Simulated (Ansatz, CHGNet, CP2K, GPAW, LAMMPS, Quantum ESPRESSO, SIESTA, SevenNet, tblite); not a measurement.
# Codes compared on glassy 53P2O5-24SrO-24Li2O (mol %) (83 atoms)

Aim: run glassy 53P2O5-24SrO-24Li2O (mol %) (83 atoms) in several programs and set results and cost side by side. A plane-wave run serves as the reference.

Method: Kohn-Sham DFT, PBE, SSSP efficiency 1.3.0 pseudopotentials, plane waves, in Quantum ESPRESSO 7.5.

## Step 1: The structure

The cell holds 83 atoms: 18 P, 4 Sr, 8 Li and 53 O. Its edges and angles: a = 10.375 Å, b = 10.375 Å, c = 10.375 Å, α = 90.0°, β = 90.0°, γ = 90.0°. 83 atoms (18 P, 4 Sr, 8 Li, 53 O) placed at random at 2.74 g/cm³, melted at 4000 K for 10 ps at fixed volume with the Morse and Coulomb pair potential with partial charges (Pedone, Malavasi, Menziani, Cormack and Segre, J. Phys. Chem. B 110, 11780 (2006)). Quenched from 4000 K to 300 K at 20 K/ps and fixed volume, held 10 ps at zero pressure, then minimised at fixed cell.

## Step 2: The reference run

File pw.in:

```
&control
  calculation = 'scf'
  pseudo_dir = './pseudo'
  outdir = './tmp'
  disk_io = 'none'
  tprnfor = .true.
  tstress = .true.
/
&system
  ibrav = 0
  nat = 83
  ntyp = 4
  ecutwfc = 60
  ecutrho = 480
  nosym = .true.
  occupations = 'smearing'
  smearing = 'fd'
  degauss = 0.003675
/
&electrons
  conv_thr = 4.1e-07
  electron_maxstep = 100
  mixing_beta = 0.4
  mixing_mode = 'plain'
  diagonalization = 'david'
/
ATOMIC_SPECIES
P 30.974 P.upf
Sr 87.620 Sr.upf
Li 6.940 Li.upf
O 15.999 O.upf
CELL_PARAMETERS angstrom
10.37499 0.00000 0.00000
0.00000 10.37499 0.00000
0.00000 0.00000 10.37499
ATOMIC_POSITIONS crystal
P 0.68545 0.87853 0.06176
P 0.23862 0.32564 0.71430
P 0.32809 0.73756 0.31561
P 0.07571 0.89582 0.72222
P 0.44601 0.48429 0.61236
P 0.72116 0.09423 0.67390
P 0.54191 0.62391 0.13826
P 0.75912 0.24002 0.26955
P 0.18342 0.34341 0.24855
P 0.44345 0.05481 0.05357
P 0.29621 0.83324 0.90989
P 0.81062 0.77983 0.47585
[... 67 atom lines left out ...]
O 0.60598 0.75217 0.08611
O 0.57805 0.98378 0.05140
O 0.78643 0.34875 0.36223
O 0.46256 0.63118 0.64385
K_POINTS gamma
```

Launch:

```sh
OMP_NUM_THREADS=1 mpirun -np 4 pw.x -in pw.in > output.txt
```

The program printed:

```text
Program PWSCF
     gamma-point specific algorithms are used
     one sub-group per band group will be used
     scalapack distributed-memory algorithm (size of sub-group:  2*  2 procs)
     Parallelization info
     sticks:   dense  smooth     PW     G-vecs:    dense   smooth      PW
     Min        3671    1835    458               334535   118247   14770
     Max        3674    1840    462               334538   118250   14774
     Sum       14689    7353   1837              1338145   472993   59085
     bravais-lattice index     =            0
     lattice parameter (alat)  =      19.6059  a.u.
     unit-cell volume          =    7536.3257 (a.u.)^3
     number of atoms/cell      =           83
     number of atomic types    =            4
     number of electrons       =       472.00
[... lines left out ...]
     scf convergence threshold =      4.1E-07
[... lines left out ...]
     number of k points=     1  Fermi-Dirac smearing, width (Ry)=  0.0037
[... lines left out ...]
     total energy              =   -2857.77119366 Ry
[... lines left out ...]
     total energy              =   -2862.54511693 Ry
[... lines left out ...]
     total energy              =   -2862.69854234 Ry
[... lines left out ...]
     total energy              =   -2862.75775880 Ry
[... lines left out ...]
     total energy              =   -2862.75776363 Ry
[... lines left out ...]
   -19.1675 -18.9884 -18.9017 -18.7641 -18.6184 -18.3755 -18.1654 -17.9789
[...]
10.6551  10.7174  10.7584  10.8147  10.8772  10.9278  10.9518  11.0266
    11.0604  11.1134  11.1657  11.2306  11.2774  11.3001  11.3958  11.4624
    11.4776  11.5489  11.5969
     the Fermi energy is     5.3195 ev
!    total energy              =   -2862.75776389 Ry
     estimated scf accuracy    <       0.00000024 Ry
     smearing contrib. (-TS)   =      -0.00000000 Ry
     internal energy E=F+TS    =   -2862.75776389 Ry
     The total energy is F=E-TS. E is the sum of the following terms:
     one-electron contribution =   -1284.85764865 Ry
     hartree contribution      =     865.78413110 Ry
     xc contribution           =    -583.29228981 Ry
     ewald contribution        =   -1356.73418877 Ry
     one-center paw contrib.   =    -503.65776775 Ry
     convergence has been achieved in  12 iterations
     negative rho (up, down):  2.647E-01 0.000E+00
     Forces acting on atoms (cartesian axes, Ry/au):
     atom    1 type  1   force =     0.04195453   -0.00983844    0.07626355
     atom    2 type  1   force =     0.10974042   -0.07605018    0.12780606
     atom    3 type  1   force =    -0.00204188    0.01920606    0.08912496
[...]
atom   82 type  4   force =     0.02087519    0.06118775    0.04457954
     atom   83 type  4   force =    -0.03492730    0.02305200   -0.02713783
     Total force =     0.761904     Total SCF correction =     0.001425
     Computing stress (Cartesian axis) and pressure
     negative rho (up, down):  2.647E-01 0.000E+00
          total   stress  (Ry/bohr**3)                   (kbar)     P=       26.93
   0.00023087  -0.00001017   0.00001827           33.96       -1.50        2.69
  -0.00001017   0.00012437   0.00002200           -1.50       18.30        3.24
   0.00001827   0.00002200   0.00019402            2.69        3.24       28.54
     Message from routine punch:
     Nothing written, as per user request (disk_io='none')
```

It took 2.9 min on 4 MPI ranks of Arm Neoverse V1, shared host; peak memory 3.4 GiB.

Banners, paths, timers and routine set-up lines are dropped from the logs unmarked, and long logs keep their key lines alone; longer cuts are marked.

Numbers from this run:

| Property | Result |
| --- | --- |
| r.m.s. force component | 1.241 eV/Å |
| longest force | 4.752 eV/Å |
| pressure | 2.693 GPa |
| gap (highest filled to lowest empty level) | 2.265 eV |

## Step 3: The ladder

The programs:
- CHGNet: machine-learned potential, published weights.
- CP2K 2026.2: Gaussian basis with GTH pseudopotentials and a plane-wave density; labels give functional, basis (MOLOPT sets; SR short-range, UZH the newer set with its own potentials), grid cutoff/relative cutoff and solver (OT: orbital transformation; TRS4, TC2, SIGN: linear-scaling purification with its sparsity filter), or its built-in tight binding.
- GPAW 26.7.0: PAW with atomic orbitals (LCAO), plane waves or a real-space grid of spacing h.
- SIESTA 5.4.2: numerical atomic orbitals, whose automatically made sets are far from complete, with PseudoDojo norm-conserving potentials that we converted to its format (checked against plane waves on the same files for H, C, O, Si, Ge and Ca alone); labels give functional, basis size, energy shift and mesh cutoff.
- SevenNet: machine-learned potential, published weights.
- tblite 0.8.0: extended tight binding, driven from Python.

All use the same cell and atoms; the electronic-structure runs use the same k-mesh, and an electronic temperature of 580 K (0.05 eV) where levels are smeared.

Differences are against the plane-wave reference, forces as r.m.s. over components; share is that over the reference's r.m.s. force, slope the least-squares factor from reference forces to these. Total energies of different programs have different zeros and aren't compared.

```csv
run,"Δ force, r.m.s. (meV/Å)",share (%),slope,Δ pressure (GPa),Δ gap (eV),cores,CPU time,memory (GiB)
reference,-,-,-,-,-,4,11 min,3.4
CHGNet 0.3.0 potential,220,17.7,0.932,-0.268,-,1,3.2 s,1.1
CHGNet r2SCAN potential,517,41.7,0.714,-5.18,-,1,3.2 s,1.1
"CP2K PBE, DZVP-MOLOPT-SR, 800/50 Ry, OT DIIS",145,11.6,1.058,0.454,-0.372,4,9.7 min,3.6
"CP2K PBE, DZVP-MOLOPT-SR, 800/50 Ry, TC2 filter 1e-03, SCF 1e-04 (coarse)",303,24.4,0.926,-0.772,-,4,2.3 min,3.5
"CP2K PBE, DZVP-UZH, 800/50 Ry, OT DIIS",115,9.26,1.022,0.389,-0.294,4,10 min,3.5
"GPAW PBE, LCAO dzp, h 0.16 Å",501,40.4,1.212,-,-0.29,2,3.8 min,2.2
"GPAW PBE, LCAO dzp, h 0.18 Å",502,40.5,1.213,-,-0.291,1,2.6 min,1.4
"GPAW PBE, LCAO sz(dzp), h 0.18 Å (coarse)",3126,252,1.794,-,-1.74,1,58 s,1.1
"GPAW revPBE, LCAO dzp, h 0.18 Å",543,43.8,1.236,-,-0.270,1,2.6 min,1.4
"SIESTA PBE, DZ, shift 0.01 Ry, mesh 500 Ry (coarse)",2265,182,1.641,22.9,-1.26,2,2 min,1.3
"SIESTA PBE, DZP, shift 0.01 Ry, mesh 500 Ry",751,60.5,1.204,4.72,-0.653,2,4.6 min,1.9
"SIESTA PBE, DZP, shift 0.02 Ry, mesh 500 Ry",638,51.4,1.198,2.67,-0.719,2,3.3 min,1.6
"SIESTA PBE, SZP, shift 0.01 Ry, mesh 500 Ry (coarse)",1652,133,1.537,14.7,-1.19,2,3.9 min,1.8
"SIESTA PBE, TZP, shift 0.01 Ry, mesh 500 Ry",620,50.0,1.145,3.01,-0.608,4,6.2 min,2.6
SevenNet l3i5 potential,153,12.3,0.931,-1.12,-,1,9.6 s,1.6
tblite GFN1-xTB,489,39.4,0.905,-3.29,-,1,5.6 s,0.14
```

Rows marked coarse were listed beforehand as settings not expected to be converged; some can still land near the reference.

Times of the machine-learned potentials are mostly Python's start and the loading of weights.

CPU time is summed over cores on a shared host, where runs went side by side, so it is rough. Symmetry, cutoffs, thresholds, outputs and thread counts weren't matched or tuned between programs; memory under MPI is the largest rank's times the ranks.

Mean charges by element (e), by run and scheme:

```csv
run,scheme,P,Sr,Li,O
"CP2K PBE, DZVP-MOLOPT-SR, 800/50 Ry, OT DIIS",Mulliken,+0.73,+1.28,+0.63,-0.44
"CP2K PBE, DZVP-MOLOPT-SR, 800/50 Ry, OT DIIS",Hirshfeld,+0.54,+0.61,+0.23,-0.26
"CP2K PBE, DZVP-UZH, 800/50 Ry, OT DIIS",Mulliken,+1.15,+1.49,+0.70,-0.61
"CP2K PBE, DZVP-UZH, 800/50 Ry, OT DIIS",Hirshfeld,+0.53,+0.59,+0.22,-0.26
"SIESTA PBE, DZP, shift 0.01 Ry, mesh 500 Ry",Hirshfeld,+0.48,+0.61,+0.11,-0.22
"SIESTA PBE, DZP, shift 0.02 Ry, mesh 500 Ry",Hirshfeld,+0.41,+0.62,+0.07,-0.20
"SIESTA PBE, TZP, shift 0.01 Ry, mesh 500 Ry",Hirshfeld,+0.49,+0.63,+0.13,-0.23
tblite GFN1-xTB,Mulliken,+0.53,+1.22,+0.73,-0.38
```

Within one program, basis, potentials and functional, energies share a zero. Each run against its twin at the usual cutoff or grid and solver:

```csv
run,twin,Δ energy (meV/atom),"Δ force, r.m.s. (meV/Å)",CPU time over the twin's
"CP2K PBE, DZVP-MOLOPT-SR, 800/50 Ry, TC2 filter 1e-03, SCF 1e-04","DZVP-MOLOPT-SR, 800/50 Ry, OT DIIS",7.36,398,0.23
"GPAW PBE, LCAO dzp, h 0.16 Å","LCAO dzp, h 0.18 Å",-50.9,36.3,1.5 (this twin ran on 1 cores)
```

## Step 4: What came out

- reference r.m.s. force component: 1.24 eV/Å
- nearest in forces: CP2K PBE, DZVP-UZH, 800/50 Ry, OT DIIS, 9.3 %
- farthest in forces: GPAW PBE, LCAO sz(dzp), h 0.18 Å (coarse), 252 %
- cheapest electronic-structure run beside the reference: tblite GFN1-xTB, 5.6 s of CPU time

In words: The PBE runs in local orbitals, coarse settings apart, differ by 9.3 % (CP2K PBE, DZVP-UZH, 800/50 Ry, OT DIIS) to 61 % (SIESTA PBE, DZP, shift 0.01 Ry, mesh 500 Ry); basis, grid and potentials can all enter. Tight binding differs by 39 % (tblite GFN1-xTB); it is another model, with fitted parameters of its own, and the xTB methods hold dispersion. Machine-learned potentials differ by 12 % (SevenNet l3i5 potential) to 42 % (CHGNet r2SCAN potential); they were trained on other programs' data, some at another functional. Rows with another functional or a dispersion term differ by 44 % (GPAW revPBE, LCAO dzp, h 0.18 Å), which mixes the change of model with differences of basis and potentials. Runs with settings chosen to be coarse differ by 24 % (CP2K PBE, DZVP-MOLOPT-SR, 800/50 Ry, TC2 filter 1e-03, SCF 1e-04) to 252 % (GPAW PBE, LCAO sz(dzp), h 0.18 Å), their programs' other errors included. Of the electronic-structure runs that take under half the reference's CPU time, CP2K PBE, DZVP-MOLOPT-SR, 800/50 Ry, TC2 filter 1e-03, SCF 1e-04 comes nearest, at 24 % in 2.3 min against 11 min. GPAW PBE, LCAO dzp, h 0.18 Å stiffens the forces by a factor of 1.21 while following their directions (correlation 0.962); the difference isn't even, but is largest on one element. At the same functional, gaps differ from the reference's 2.27 eV by between -1.74 and -0.29 eV. In pressure, SIESTA PBE, DZ, shift 0.01 Ry, mesh 500 Ry misses by +22.9 GPa, at the same functional. Charges hang on model, scheme and program or settings: among these rows the mean for Sr runs from +0.59 to +1.49 e. In the reference: filled and empty levels are parted by 2.27 eV (on the run's k-points); a semilocal functional tends to put such gaps too low. In a disordered cell it changes from sample to sample, and tail or defect levels can set it. Periodic xTB results under one method name differ between programs and library versions. The potentials hold different valence shells: 472 electrons in the reference, 456 in GPAW; this bears on time and differences. The reference's pressure holds the uncorrected Pulay stress of its 60 Ry basis, so small pressure differences, and their order, may be the reference's own error. In our tests on small cells the SSSP efficiency potentials stood apart from two norm-conserving sets, for C–F bonds most and for P–O bonds less, so differences between them and other runs here needn't be the other run's error. Machine-learned potentials mimic data converged in k, so the reference's own k-point error enters their differences. The quench rate of 20 K/ps is many orders above laboratory rates, so the cell is likely richer in defects and strain than a real sample. The network of bonds at the start is that of the classical potential that made the cell, and needn't be the one that DFT or experiment would give. The reference's pressure of 2.7 GPa belongs to a cell and atoms that aren't relaxed at this level. The electronic-structure runs sample only Γ, in a cell whose shortest periodic width is 10 Å.

[Also dropped from logs without a mark: logging warnings of Python, and SIESTA's first energy breakdown and zero terms.]

[Logs are printed without paths, hosts, clocks, repeated set-up lines and the standing remarks that a program may print on its own settings, such as how far it seeks lower states.]

[Hosts, paths, dates, database ids (printed as entryN), source tags and the programs' standing remarks are cut or masked in the printed files.]
